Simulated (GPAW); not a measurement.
# SnSe (Fm-3m): the Se K absorption edge, part 3 of 3

Aim: the dependence of the Se K near-edge features of SnSe (Fm-3m) on volume.

GPAW 26.7.0; X-ray absorption from dipole matrix elements to empty bands, plane-wave PAW LDA.

So far. Step 4 (Spectrum with FCH, Se atom 2): The energy difference (zero at 12671 eV) isn't read as a photon energy: for so heavy an absorber the terms left out (the hole's spin, the functional's error) amount to tens of eV or more. Step 6 (Spectrum with FCH, Se atom 2): The scaled spectrum changes by 6 % r.m.s. The highest intensity below 24 eV stays at 2.8 eV.

## (8) Spectrum with FCH, Se atom 2

Shorter bonds are expected to push antibonding states and scattering resonances up, and longer ones down; the cell is scaled to test that.

Changed against the first core-hole run: volume scale from 1 to 0.97.

xas.py reads:

```python
import numpy as np
from ase import Atoms
from ase.parallel import parprint, paropen
from gpaw import GPAW, PW, FermiDirac, Mixer, MixerDif, setup_paths
from gpaw.test import gen
setup_paths.insert(0, '.')
gen('Se', name='fch1s', xcname='LDA', corehole=(1, 0, 1), write_xml=True)
from gpaw.mpi import world
world.barrier()

atoms = Atoms('Sn4Se4',
    cell=[[0, -5.95918776, 0],
     [-5.95918776, 0, 0],
     [0, 0, -5.95918776]],
    scaled_positions=[[0, 0, 0],
     [0.5, 0, 0.5],
     [0, 0.5, 0.5],
     [0.5, 0.5, 0],
     [0.5, 0.5, 0.5],
     [0, 0.5, 0],
     [0.5, 0, 0],
     [0, 0, 0.5]],
    pbc=True)
atoms.calc = calc = GPAW(legacy_gpaw=True, mode=PW(430, force_complex_dtype=True), xc='LDA', setups={4: 'fch1s'},
    kpts={'size': (3, 3, 3), 'gamma': True}, occupations=FermiDirac(0.02),
    charge=0, mixer=Mixer(0.1, 5, 50), maxiter=150,
    convergence={'density': 0.0001, 'eigenstates': 1e-6}, txt='scf.txt')
energy = atoms.get_potential_energy() + calc.get_reference_energy()
ef = calc.get_fermi_level()
out = dict(energy=energy, fermi=ef, forces=atoms.get_forces().tolist())
parprint(f'all-electron energy {energy:.4f} eV, Fermi level {ef:.4f} eV')
ev = np.array([[calc.get_eigenvalues(k, s) for k in range(len(calc.get_ibz_k_points()))] for s in range(calc.get_number_of_spins())])
out['homo'], out['lumo'], out['counts'] = ev[ev < ef].max(), ev[ev > ef].min(), sorted(set((ev < ef).sum((0, 2)).tolist()))
out['filled'] = (ev[:, 0] < ef).sum(1).tolist()

from ase.units import Ha
from gpaw.xas import dipole_matrix_elements
nb = int(calc.get_number_of_electrons() / 2) + 129
top, nb = nb, nb + 8 + nb // 12
nscf = calc.fixed_density(kpts={'size': (4, 4, 4), 'gamma': True}, nbands=nb,
    convergence={'bands': top, 'eigenstates': 5e-3}, maxiter=60, txt='nscf.txt')
cell = atoms.cell.array
ops = [cell.T @ U.T @ np.linalg.inv(cell.T) for U in nscf.wfs.kd.symmetry.op_scc]
filled = [40]  # bands filled in the ground state, by spin
E = np.arange(-6, 34, 0.1)
fwhm = np.interp(E, [4, 25], [2.33, 3.5])
Y, X, zero, highest = 0, 0, 1e9, 1e9
for spin in range(nscf.get_number_of_spins()):
    wfs = nscf.wfs
    mine = wfs.bd.get_slice()  # this rank's bands
    A = dipole_matrix_elements(wfs.setups[4])
    eps = np.zeros((wfs.kd.nibzkpts, nb))
    d = np.zeros((3, A.shape[1], wfs.kd.nibzkpts, nb), complex)
    for kpt in wfs.kpt_u:
        if kpt.s == spin and 4 in kpt.P_ani:
            eps[kpt.k, mine] = kpt.eps_n * Ha
            d[:, :, kpt.k, mine] = (kpt.weight * wfs.nspins / 2) ** 0.5 * np.inner(A, kpt.P_ani[4])
    world.sum(eps)
    world.sum(d)
    T = np.einsum('amkn,bmkn->abkn', d, d.conj()).real
    T = sum(np.einsum('ai,ijkn,bj->abkn', R, T, R) for R in ops) / len(ops)
    empty = np.ones_like(eps, bool) & (np.arange(nb) >= filled[spin])
    zero, highest = min(zero, eps[empty].min()), min(highest, eps[:, top - 1].min())
    lines = [(eps, T, empty)] if spin == 0 else lines + [(eps, T, empty)]
for eps, T, empty in lines:
    f = np.einsum('aakn->akn', T).reshape(3, -1)
    x = eps.ravel() - zero
    w = np.interp(x, E, fwhm) / 2.35482
    g = np.exp(-0.5 * ((E[:, None] - x) / w) ** 2) / (w * (2 * np.pi) ** 0.5)
    Y = Y + (f * empty.ravel()) @ g.T
    X = X + (f * ~empty.ravel()) @ g.T
out.update(E=E.round(2).tolist(), xas=Y.tolist(), xes=X.tolist(), zero=zero, valid=highest - zero, nk=len(eps), nb=nb)
for i in range(0, len(E), 10):
    parprint(f'{E[i]:7.2f}', *(f'{v:10.3e}' for v in Y[:, i]))
import json
with paropen('out.json', 'w') as f:
    json.dump(out, f)
```

Command:

```sh
$ OMP_NUM_THREADS=1 mpirun -n 4 gpaw python xas.py
```

Numbers of over 12 decimals in the logs are rounded to 6 here.

The program printed:

```text
Input parameters:
  convergence: {density: 0.0001,
                eigenstates: 1e-06}
  kpts: {gamma: True,
         size: (3, 3, 3)}
  maxiter: 150
  mixer: {backend: pulay,
          beta: 0.1,
          method: separate,
          nmaxold: 5,
          weight: 50}
  mode: {ecut: 430.0,
         force_complex_dtype: True,
         name: pw}
  occupations: {fixmagmom: False,
                name: fermi-dirac,
[...]
*p    :     0.350513
*d    :     0.000000
--------------------------------

Diagonalizing with gridspacing h=0.050

state   all-electron     PAW
-------------------------------
4s:      -1.105925    -1.106630
4p:      -0.649487    -0.650084
*d:                   -0.134651
*f:                   -0.017877
-------------------------------
all-electron energy -922905.4590 eV, Fermi level 6.0973 eV
[...]
32.00  7.226e-08  7.226e-08  7.226e-08
  33.00  7.076e-08  7.076e-08  7.076e-08
[key lines of the parts left out:]
Converged after 14 iterations.
Dipole moment: (0.000000, 0.000000, 0.000000) |e|*Ang
Free energy:    -55.599740
Fermi level: 6.09728
```

Run time: 52 s. Hardware: 4 MPI ranks of Arm Neoverse V1, shared host; peak memory 0.29 GiB; 3.5 min of CPU time.

| E (eV) | first run | this run |
| --- | --- | --- |
| -2.0 | 0.01 | 0.01 |
| -1.0 | 0.08 | 0.08 |
| 0.0 | 0.40 | 0.40 |
| 1.0 | 1.17 | 1.16 |
| 2.0 | 2.18 | 2.16 |
| 3.0 | 2.47 | 2.49 |
| 4.0 | 1.62 | 1.72 |
| 5.0 | 0.67 | 0.76 |
| 6.0 | 0.26 | 0.30 |
| 7.0 | 0.23 | 0.23 |
| 8.0 | 0.30 | 0.29 |
| 9.0 | 0.47 | 0.44 |
| 10.0 | 0.72 | 0.68 |
| 11.0 | 0.91 | 0.89 |
| 12.0 | 0.97 | 0.96 |
| 13.0 | 0.95 | 0.96 |
| 14.0 | 0.89 | 0.90 |
| 15.0 | 0.88 | 0.87 |
| 16.0 | 0.96 | 0.93 |
| 17.0 | 1.07 | 1.03 |
| 18.0 | 1.17 | 1.14 |
| 19.0 | 1.21 | 1.20 |
| 20.0 | 1.22 | 1.22 |
| 21.0 | 1.19 | 1.22 |
| 22.0 | 1.07 | 1.12 |
| 23.0 | 0.95 | 0.98 |
| 24.0 | 0.92 | 0.91 |
| 25.0 | 0.94 | 0.92 |
| 26.0 | 0.95 | 0.94 |
| 27.0 | 0.96 | 0.97 |
| 28.0 | 0.95 | 0.98 |
| 29.0 | 0.89 | 0.93 |
| 30.0 | 0.82 | 0.85 |
| 31.0 | 0.81 | 0.81 |

The scaled spectrum changes by 3 % r.m.s. The highest intensity below 24 eV stays at 2.8 eV.

The photon energy of the zero moves by +0.11 eV.

## (9) Supercell without a hole, the energy reference

The cell changes for the next run, so it gets a reference energy of its own.

The cell differs from the one that the last finished run ended in (a 5.959 → 6.080 Å, b 5.959 → 6.080 Å, c 5.959 → 6.080 Å).

scf.py reads:

```python
import numpy as np
from ase import Atoms
from ase.parallel import parprint, paropen
from gpaw import GPAW, PW, FermiDirac, Mixer, MixerDif, setup_paths
from gpaw.test import gen
setup_paths.insert(0, '.')
gen('Se', name='nch1s', xcname='LDA', corehole=(1, 0, 0), write_xml=True)
from gpaw.mpi import world
world.barrier()

atoms = Atoms('Sn4Se4',
    cell=[[0, -6.07960784, 0],
     [-6.07960784, 0, 0],
     [0, 0, -6.07960784]],
    scaled_positions=[[0, 0, 0],
     [0.5, 0, 0.5],
     [0, 0.5, 0.5],
     [0.5, 0.5, 0],
     [0.5, 0.5, 0.5],
     [0, 0.5, 0],
     [0.5, 0, 0],
     [0, 0, 0.5]],
    pbc=True)
atoms.calc = calc = GPAW(legacy_gpaw=True, mode=PW(430, force_complex_dtype=True), xc='LDA', setups={4: 'nch1s'},
    kpts={'size': (3, 3, 3), 'gamma': True}, occupations=FermiDirac(0.02),
    charge=0, mixer=Mixer(0.1, 5, 50), maxiter=150,
    convergence={'density': 0.0001, 'eigenstates': 1e-6}, txt='scf.txt')
energy = atoms.get_potential_energy() + calc.get_reference_energy()
ef = calc.get_fermi_level()
out = dict(energy=energy, fermi=ef, forces=atoms.get_forces().tolist())
parprint(f'all-electron energy {energy:.4f} eV, Fermi level {ef:.4f} eV')
ev = np.array([[calc.get_eigenvalues(k, s) for k in range(len(calc.get_ibz_k_points()))] for s in range(calc.get_number_of_spins())])
out['homo'], out['lumo'], out['counts'] = ev[ev < ef].max(), ev[ev > ef].min(), sorted(set((ev < ef).sum((0, 2)).tolist()))
out['filled'] = (ev[:, 0] < ef).sum(1).tolist()
import json
with paropen('out.json', 'w') as f:
    json.dump(out, f)
```

Command:

```sh
$ OMP_NUM_THREADS=1 mpirun -n 4 gpaw python scf.py
```

The program printed:

```text
Input parameters:
  convergence: {density: 0.0001,
                eigenstates: 1e-06}
  kpts: {gamma: True,
         size: (3, 3, 3)}
  maxiter: 150
  mixer: {backend: pulay,
          beta: 0.1,
          method: separate,
          nmaxold: 5,
          weight: 50}
  mode: {ecut: 430.0,
         force_complex_dtype: True,
         name: pw}
  occupations: {fixmagmom: False,
                name: fermi-dirac,
[...]
4s(2) :    -0.642093     1.095786
*s    :     0.357907
4p(4) :    -0.244602     1.027373
*p    :     0.755398
*d    :     0.000000
--------------------------------

Diagonalizing with gridspacing h=0.050

state   all-electron     PAW
-------------------------------
4s:      -0.642093    -0.642657
4p:      -0.244602    -0.244988
*d:                    0.040490
*f:                    0.073581
-------------------------------
all-electron energy -935569.9009 eV, Fermi level 5.6347 eV
[key lines of the parts left out:]
Converged after 9 iterations.
Dipole moment: (-0.000000, -0.000000, -0.000000) |e|*Ang
Free energy:    -38.859112
Fermi level: 5.63465
```

The job ended after 7.6 s (4 MPI ranks; peak memory 0.23 GiB).

Reference energy: -935569.901 eV with the cores included.

## (10) Spectrum with FCH, Se atom 2

Shorter bonds are expected to push antibonding states and scattering resonances up, and longer ones down; the cell is scaled to test that.

Changed against the first core-hole run: volume scale from 1 to 1.03.

Changes to xas.py since step 8:

```diff
@@ -11,5 +11,5 @@
 atoms = Atoms('Sn4Se4',
-    cell=[[0, -5.95918776, 0],
-     [-5.95918776, 0, 0],
-     [0, 0, -5.95918776]],
+    cell=[[0, -6.07960784, 0],
+     [-6.07960784, 0, 0],
+     [0, 0, -6.07960784]],
     scaled_positions=[[0, 0, 0],
@@ -37,3 +37,3 @@
 from gpaw.xas import dipole_matrix_elements
-nb = int(calc.get_number_of_electrons() / 2) + 129
+nb = int(calc.get_number_of_electrons() / 2) + 136
 top, nb = nb, nb + 8 + nb // 12
```

Command:

```sh
$ OMP_NUM_THREADS=1 mpirun -n 4 gpaw python xas.py
```

The program printed:

```text
Input parameters:
  convergence: {density: 0.0001,
                eigenstates: 1e-06}
  kpts: {gamma: True,
         size: (3, 3, 3)}
  maxiter: 150
  mixer: {backend: pulay,
          beta: 0.1,
          method: separate,
          nmaxold: 5,
          weight: 50}
  mode: {ecut: 430.0,
         force_complex_dtype: True,
         name: pw}
  occupations: {fixmagmom: False,
                name: fermi-dirac,
[...]
*p    :     0.350513
*d    :     0.000000
--------------------------------

Diagonalizing with gridspacing h=0.050

state   all-electron     PAW
-------------------------------
4s:      -1.105925    -1.106630
4p:      -0.649487    -0.650084
*d:                   -0.134651
*f:                   -0.017877
-------------------------------
all-electron energy -922904.6221 eV, Fermi level 5.3351 eV
[...]
32.00  7.068e-08  7.068e-08  7.068e-08
  33.00  6.672e-08  6.672e-08  6.672e-08
[key lines of the parts left out:]
Converged after 14 iterations.
Dipole moment: (-0.000000, -0.000000, -0.000000) |e|*Ang
Free energy:    -54.762866
Fermi level: 5.33506
```

Wall time 56 s (4 MPI ranks); peak memory 0.3 GiB; 3.7 min of CPU time.

| E (eV) | first run | this run |
| --- | --- | --- |
| -2.0 | 0.01 | 0.01 |
| -1.0 | 0.08 | 0.08 |
| 0.0 | 0.40 | 0.40 |
| 1.0 | 1.17 | 1.18 |
| 2.0 | 2.18 | 2.20 |
| 3.0 | 2.47 | 2.44 |
| 4.0 | 1.62 | 1.52 |
| 5.0 | 0.67 | 0.58 |
| 6.0 | 0.26 | 0.23 |
| 7.0 | 0.23 | 0.23 |
| 8.0 | 0.30 | 0.32 |
| 9.0 | 0.47 | 0.50 |
| 10.0 | 0.72 | 0.75 |
| 11.0 | 0.91 | 0.93 |
| 12.0 | 0.97 | 0.98 |
| 13.0 | 0.95 | 0.94 |
| 14.0 | 0.89 | 0.89 |
| 15.0 | 0.88 | 0.90 |
| 16.0 | 0.96 | 0.99 |
| 17.0 | 1.07 | 1.10 |
| 18.0 | 1.17 | 1.18 |
| 19.0 | 1.21 | 1.22 |
| 20.0 | 1.22 | 1.22 |
| 21.0 | 1.19 | 1.16 |
| 22.0 | 1.07 | 1.02 |
| 23.0 | 0.95 | 0.94 |
| 24.0 | 0.92 | 0.94 |
| 25.0 | 0.94 | 0.94 |
| 26.0 | 0.95 | 0.94 |
| 27.0 | 0.96 | 0.95 |
| 28.0 | 0.95 | 0.92 |
| 29.0 | 0.89 | 0.85 |
| 30.0 | 0.82 | 0.81 |
| 31.0 | 0.81 | 0.81 |

The scaled spectrum changes by 3 % r.m.s. The highest intensity below 24 eV goes from 2.8 eV (2.52) to 2.6 eV (2.51).

The photon energy of the zero moves by -0.10 eV.

## (11) Supercell without a hole, the energy reference

The cell changes for the next run, so it gets a reference energy of its own.

The cell differs from the one that the last finished run ended in (a 6.080 → 6.138 Å, b 6.080 → 6.138 Å, c 6.080 → 6.138 Å).

Changes to scf.py since step 9:

```diff
@@ -11,5 +11,5 @@
 atoms = Atoms('Sn4Se4',
-    cell=[[0, -6.07960784, 0],
-     [-6.07960784, 0, 0],
-     [0, 0, -6.07960784]],
+    cell=[[0, -6.13806919, 0],
+     [-6.13806919, 0, 0],
+     [0, 0, -6.13806919]],
     scaled_positions=[[0, 0, 0],
```

Command:

```sh
$ OMP_NUM_THREADS=1 mpirun -n 4 gpaw python scf.py
```

The program printed:

```text
Input parameters:
  convergence: {density: 0.0001,
                eigenstates: 1e-06}
  kpts: {gamma: True,
         size: (3, 3, 3)}
  maxiter: 150
  mixer: {backend: pulay,
          beta: 0.1,
          method: separate,
          nmaxold: 5,
          weight: 50}
  mode: {ecut: 430.0,
         force_complex_dtype: True,
         name: pw}
  occupations: {fixmagmom: False,
                name: fermi-dirac,
[...]
4s(2) :    -0.642093     1.095786
*s    :     0.357907
4p(4) :    -0.244602     1.027373
*p    :     0.755398
*d    :     0.000000
--------------------------------

Diagonalizing with gridspacing h=0.050

state   all-electron     PAW
-------------------------------
4s:      -0.642093    -0.642657
4p:      -0.244602    -0.244988
*d:                    0.040490
*f:                    0.073581
-------------------------------
all-electron energy -935569.6674 eV, Fermi level 5.2771 eV
[key lines of the parts left out:]
Converged after 9 iterations.
Dipole moment: (-0.000000, -0.000000, -0.000000) |e|*Ang
Free energy:    -38.625593
Fermi level: 5.27709
```

Wall time 7.4 s (4 MPI ranks); peak memory 0.23 GiB.

Reference energy: -935569.667 eV with the cores included.

## (12) Spectrum with FCH, Se atom 2

Shorter bonds are expected to push antibonding states and scattering resonances up, and longer ones down; the cell is scaled to test that.

Changed against the first core-hole run: volume scale from 1 to 1.06.

Changes to xas.py since step 10:

```diff
@@ -11,5 +11,5 @@
 atoms = Atoms('Sn4Se4',
-    cell=[[0, -6.07960784, 0],
-     [-6.07960784, 0, 0],
-     [0, 0, -6.07960784]],
+    cell=[[0, -6.13806919, 0],
+     [-6.13806919, 0, 0],
+     [0, 0, -6.13806919]],
     scaled_positions=[[0, 0, 0],
@@ -37,3 +37,3 @@
 from gpaw.xas import dipole_matrix_elements
-nb = int(calc.get_number_of_electrons() / 2) + 136
+nb = int(calc.get_number_of_electrons() / 2) + 140
 top, nb = nb, nb + 8 + nb // 12
```

Command:

```sh
$ OMP_NUM_THREADS=1 mpirun -n 4 gpaw python xas.py
```

The program printed:

```text
Input parameters:
  convergence: {density: 0.0001,
                eigenstates: 1e-06}
  kpts: {gamma: True,
         size: (3, 3, 3)}
  maxiter: 150
  mixer: {backend: pulay,
          beta: 0.1,
          method: separate,
          nmaxold: 5,
          weight: 50}
  mode: {ecut: 430.0,
         force_complex_dtype: True,
         name: pw}
  occupations: {fixmagmom: False,
                name: fermi-dirac,
[...]
*p    :     0.350513
*d    :     0.000000
--------------------------------

Diagonalizing with gridspacing h=0.050

state   all-electron     PAW
-------------------------------
4s:      -1.105925    -1.106630
4p:      -0.649487    -0.650084
*d:                   -0.134651
*f:                   -0.017877
-------------------------------
all-electron energy -922904.1483 eV, Fermi level 4.9983 eV
[...]
32.00  6.896e-08  6.896e-08  6.896e-08
  33.00  6.491e-08  6.491e-08  6.491e-08
[key lines of the parts left out:]
Converged after 14 iterations.
Dipole moment: (-0.000000, -0.000000, -0.000000) |e|*Ang
Free energy:    -54.289021
Fermi level: 4.99830
```

Run time: 60 s. Hardware: 4 MPI ranks; peak memory 0.3 GiB; 4 min of CPU time.

| E (eV) | first run | this run |
| --- | --- | --- |
| -2.0 | 0.01 | 0.01 |
| -1.0 | 0.08 | 0.08 |
| 0.0 | 0.40 | 0.39 |
| 1.0 | 1.17 | 1.19 |
| 2.0 | 2.18 | 2.22 |
| 3.0 | 2.47 | 2.41 |
| 4.0 | 1.62 | 1.43 |
| 5.0 | 0.67 | 0.51 |
| 6.0 | 0.26 | 0.21 |
| 7.0 | 0.23 | 0.23 |
| 8.0 | 0.30 | 0.34 |
| 9.0 | 0.47 | 0.53 |
| 10.0 | 0.72 | 0.79 |
| 11.0 | 0.91 | 0.95 |
| 12.0 | 0.97 | 0.98 |
| 13.0 | 0.95 | 0.94 |
| 14.0 | 0.89 | 0.89 |
| 15.0 | 0.88 | 0.92 |
| 16.0 | 0.96 | 1.02 |
| 17.0 | 1.07 | 1.13 |
| 18.0 | 1.17 | 1.20 |
| 19.0 | 1.21 | 1.22 |
| 20.0 | 1.22 | 1.21 |
| 21.0 | 1.19 | 1.11 |
| 22.0 | 1.07 | 0.99 |
| 23.0 | 0.95 | 0.94 |
| 24.0 | 0.92 | 0.95 |
| 25.0 | 0.94 | 0.94 |
| 26.0 | 0.95 | 0.93 |
| 27.0 | 0.96 | 0.93 |
| 28.0 | 0.95 | 0.89 |
| 29.0 | 0.89 | 0.83 |
| 30.0 | 0.82 | 0.81 |
| 31.0 | 0.81 | 0.80 |

Against the first run the r.m.s. difference is 6 %. The highest intensity below 24 eV goes from 2.8 eV (2.52) to 2.6 eV (2.50).

The photon energy of the zero moves by -0.20 eV.

## (13) The volumes side by side

| volume | nearest distance (Å) | shift of the zero (eV) | maximum 1 (eV above own zero) | maximum 2 (eV above own zero) | maximum 3 (eV above own zero) |
| --- | --- | --- | --- | --- | --- |
| 0.94 | 2.949 | +0.22 | 2.8 | 12.6 | 21.0 |
| 0.97 | 2.980 | +0.11 | 2.8 | 12.4 | 20.6 |
| 1 | 3.010 | +0.00 | 2.8 | 12.2 | 20.2 |
| 1.03 | 3.040 | -0.10 | 2.6 | 12.0 | 19.8 |
| 1.06 | 3.069 | -0.20 | 2.6 | 11.8 | 19.4 |

The curves, each shifted by its zero's change so that they share one photon-energy axis, counted from the zero at V × 1:

| E (eV) | V × 0.94 | V × 0.97 | V × 1 | V × 1.03 | V × 1.06 |
| --- | --- | --- | --- | --- | --- |
| -2.0 | 0.01 | 0.01 | 0.01 | 0.01 | 0.01 |
| -1.0 | 0.06 | 0.07 | 0.08 | 0.10 | 0.11 |
| 0.0 | 0.30 | 0.35 | 0.40 | 0.45 | 0.51 |
| 1.0 | 0.95 | 1.06 | 1.17 | 1.29 | 1.40 |
| 2.0 | 1.94 | 2.06 | 2.18 | 2.28 | 2.36 |
| 3.0 | 2.52 | 2.51 | 2.47 | 2.39 | 2.28 |
| 4.0 | 2.02 | 1.83 | 1.62 | 1.41 | 1.20 |
| 5.0 | 1.05 | 0.85 | 0.67 | 0.53 | 0.41 |
| 6.0 | 0.42 | 0.33 | 0.26 | 0.23 | 0.20 |
| 7.0 | 0.25 | 0.23 | 0.23 | 0.23 | 0.25 |
| 8.0 | 0.27 | 0.28 | 0.30 | 0.33 | 0.37 |
| 9.0 | 0.38 | 0.42 | 0.47 | 0.53 | 0.58 |
| 10.0 | 0.59 | 0.65 | 0.72 | 0.78 | 0.83 |
| 11.0 | 0.81 | 0.87 | 0.91 | 0.94 | 0.97 |
| 12.0 | 0.94 | 0.96 | 0.97 | 0.98 | 0.98 |
| 13.0 | 0.96 | 0.96 | 0.95 | 0.94 | 0.92 |
| 14.0 | 0.92 | 0.91 | 0.89 | 0.88 | 0.89 |
| 15.0 | 0.87 | 0.87 | 0.88 | 0.91 | 0.94 |
| 16.0 | 0.88 | 0.92 | 0.96 | 1.00 | 1.05 |
| 17.0 | 0.96 | 1.02 | 1.07 | 1.11 | 1.15 |
| 18.0 | 1.08 | 1.13 | 1.17 | 1.19 | 1.20 |
| 19.0 | 1.18 | 1.20 | 1.21 | 1.22 | 1.22 |
| 20.0 | 1.21 | 1.22 | 1.22 | 1.22 | 1.20 |
| 21.0 | 1.23 | 1.22 | 1.19 | 1.14 | 1.09 |
| 22.0 | 1.19 | 1.14 | 1.07 | 1.01 | 0.97 |
| 23.0 | 1.06 | 0.99 | 0.95 | 0.93 | 0.94 |
| 24.0 | 0.94 | 0.92 | 0.92 | 0.94 | 0.95 |
| 25.0 | 0.90 | 0.92 | 0.94 | 0.94 | 0.94 |
| 26.0 | 0.92 | 0.94 | 0.95 | 0.94 | 0.93 |
| 27.0 | 0.95 | 0.96 | 0.96 | 0.95 | 0.93 |
| 28.0 | 0.99 | 0.98 | 0.95 | 0.91 | 0.88 |
| 29.0 | 0.98 | 0.94 | 0.89 | 0.85 | 0.83 |
| 30.0 | 0.91 | 0.86 | 0.82 | 0.81 | 0.81 |
| 31.0 | 0.83 | 0.81 | 0.81 | 0.81 | 0.80 |

## (14) Summary of results

* absorber and edge: Se K, atom 2 of the ground-state input (counted from 1)
* surroundings: 6 Sn at 3.01 Å (octahedral, site symmetry m-3m)
* highest intensity below 24 eV: 2.8 eV above the zero, height 2.52

**Reading.** From V × 0.94 to V × 1.06 the nearest distance grows by 0.120 Å and the zero moves by -0.42 eV. Above their own zero, the maxima move from 2.8 to 2.6 eV, from 12.6 to 11.8 eV and from 21.0 to 19.4 eV. The one highest in energy moves most, in the direction that the rule ΔE·R² ≈ constant for scattering resonances gives. The Se K edge of atom 2, with 6 Sn at 3.01 Å (octahedral, site symmetry m-3m), has its highest intensity of the first 24 eV at 2.8 eV above the zero, 2.5 times the mean level of the first 20 eV (Gaussian full width 2.33 eV up to 4 eV, rising linearly to 3.5 eV at 25 eV). The script folds with a Gaussian, whereas the core hole's own line is a Lorentzian, so the onset is too steep and the first peak too high. The gap reads 0.73 to 1.67 eV on different meshes, so it is partly a figure of the sampling, and the zero with it. The holes are only 6.0 Å apart, so the shape is probably not converged with cell size; no larger cell was run here. Lifetime broadening is put in by hand, and intensities beyond about 20 eV depend on it and on the partial waves. The structure is a published determination, not relaxed.

[Banner, clock and machine lines of the logs are left out without a mark of their own.]

[Logs are printed without paths, hosts, clocks, repeated set-up lines and the standing remarks that a program may print on its own settings, such as how far it seeks lower states.]

[Hosts, paths, dates, database ids (printed as entryN), source tags and the programs' standing remarks are cut or masked in the printed files.]

[Lists of maxima count a maximum above −3 eV only where it reaches 4 % of the highest in the window and stands out from its surroundings by 2 % of it (1.5 % where it reaches 55 %); shoulders and weaker maxima are passed over, and of the rest the first, up to two pre-edge ones and the few strongest are named.]
